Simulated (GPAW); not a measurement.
Zn2P2O7 (C2/m), O K edge of atom 5, with 1 P at 1.54 Å (terminal, site symmetry m). Method: GPAW, LDA, full core hole (charged cell), 22-atom cell with 6.5 Å between holes, 3×3×3 k points, dipole transitions, Gaussian full width 0.9 eV up to 4 eV, rising linearly to 3.5 eV at 25 eV.

```
Zn P O
1.0
     3.32626   -4.19431    0.00000
     3.32626    4.19431    0.00000
    -1.16029    0.00000    4.40835
Zn P O
2 2 7
Direct
  0.69066 0.30934 0.50000
  0.30934 0.69066 0.50000
  0.21455 0.21455 0.90708
  0.78545 0.78545 0.09292
  0.61989 0.61989 0.78722
  0.00000 0.00000 0.00000
  0.38011 0.38011 0.21278
  0.93020 0.62606 0.27708
  0.37394 0.06980 0.72292
  0.06980 0.37394 0.72292
  0.62606 0.93020 0.27708
```

Energy from the lowest empty level; a common scale on which the isotropic spectrum has a mean of 1 over the first 20 eV.

| E (eV) | curve 1 | curve 2 | curve 3 |
| --- | --- | --- | --- |
| -2.00 | 0.00 | 0.00 | 0.00 |
| -1.25 | 0.00 | 0.00 | 0.00 |
| -0.50 | 0.00 | 0.00 | 0.00 |
| 0.25 | 0.01 | 0.06 | 0.03 |
| 1.00 | 0.06 | 0.54 | 0.30 |
| 1.75 | 0.12 | 1.29 | 1.16 |
| 2.50 | 0.52 | 1.40 | 1.64 |
| 3.25 | 2.14 | 3.67 | 0.91 |
| 4.00 | 2.19 | 3.65 | 1.91 |
| 4.75 | 2.36 | 2.71 | 2.94 |
| 5.50 | 1.59 | 1.76 | 1.88 |
| 6.25 | 1.41 | 1.56 | 1.52 |
| 7.00 | 1.30 | 1.42 | 1.44 |
| 7.75 | 1.20 | 1.72 | 1.41 |
| 8.50 | 1.03 | 1.75 | 1.34 |
| 9.25 | 1.05 | 1.31 | 1.15 |
| 10.00 | 1.17 | 0.84 | 0.87 |
| 10.75 | 1.08 | 0.52 | 0.69 |
| 11.50 | 0.92 | 0.40 | 0.75 |
| 12.25 | 0.73 | 0.38 | 0.75 |
| 13.00 | 0.63 | 0.39 | 0.62 |
| 13.75 | 0.66 | 0.42 | 0.51 |
| 14.50 | 0.66 | 0.39 | 0.45 |
| 15.25 | 0.59 | 0.36 | 0.39 |
| 16.00 | 0.54 | 0.39 | 0.36 |
| 16.75 | 0.57 | 0.48 | 0.34 |
| 17.50 | 0.61 | 0.60 | 0.32 |
| 18.25 | 0.62 | 0.71 | 0.29 |
| 19.00 | 0.62 | 0.80 | 0.29 |
| 19.75 | 0.62 | 0.87 | 0.32 |
| 20.50 | 0.62 | 0.90 | 0.36 |
| 21.25 | 0.62 | 0.91 | 0.41 |
| 22.00 | 0.61 | 0.91 | 0.45 |
| 22.75 | 0.61 | 0.91 | 0.49 |
| 23.50 | 0.63 | 0.94 | 0.55 |
| 24.25 | 0.66 | 0.99 | 0.64 |
| 25.00 | 0.70 | 1.05 | 0.76 |
| 25.75 | 0.74 | 1.09 | 0.89 |
| 26.50 | 0.77 | 1.08 | 1.00 |
| 27.25 | 0.80 | 1.02 | 1.05 |
| 28.00 | 0.83 | 0.94 | 1.04 |
| 28.75 | 0.84 | 0.87 | 0.98 |
| 29.50 | 0.84 | 0.83 | 0.90 |
| 30.25 | 0.82 | 0.82 | 0.84 |
| 31.00 | 0.78 | 0.82 | 0.81 |

Q: The curves are for the electric vector along different Cartesian axes of the cell as given, averaged over the symmetry-equivalent atoms. Which is which?

Curve 1: along x, main maxima 3.5 eV (2.43), 4.6 eV (2.43) and 10.1 eV (1.17). Curve 2: along z, main maxima 2.0 eV (1.37), 3.5 eV (3.89) and 8.2 eV (1.81). Curve 3: along y, main maxima 2.3 eV (1.71), 4.6 eV (2.98) and 11.9 eV (0.77). A K edge sees empty p states on the absorber. Each direction probes the empty orbitals that point along it. The crystal has 3 inequivalent O sites and not all are shown here, while a measurement adds them all. The mesh is coarse (0.35 Å⁻¹ between points), so small maxima may be mesh ripples.

[Banner, clock and machine lines of the logs are left out without a mark of their own.]

[Logs are printed without paths, hosts, clocks, repeated set-up lines and the standing remarks that a program may print on its own settings, such as how far it seeks lower states.]

[Hosts, paths, dates, database ids (printed as entryN), source tags and the programs' standing remarks are cut or masked in the printed files.]

[Lists of maxima count a maximum above −3 eV only where it reaches 4 % of the highest in the window and stands out from its surroundings by 2 % of it (1.5 % where it reaches 55 %); shoulders and weaker maxima are passed over, and of the rest the first, up to two pre-edge ones and the few strongest are named.]
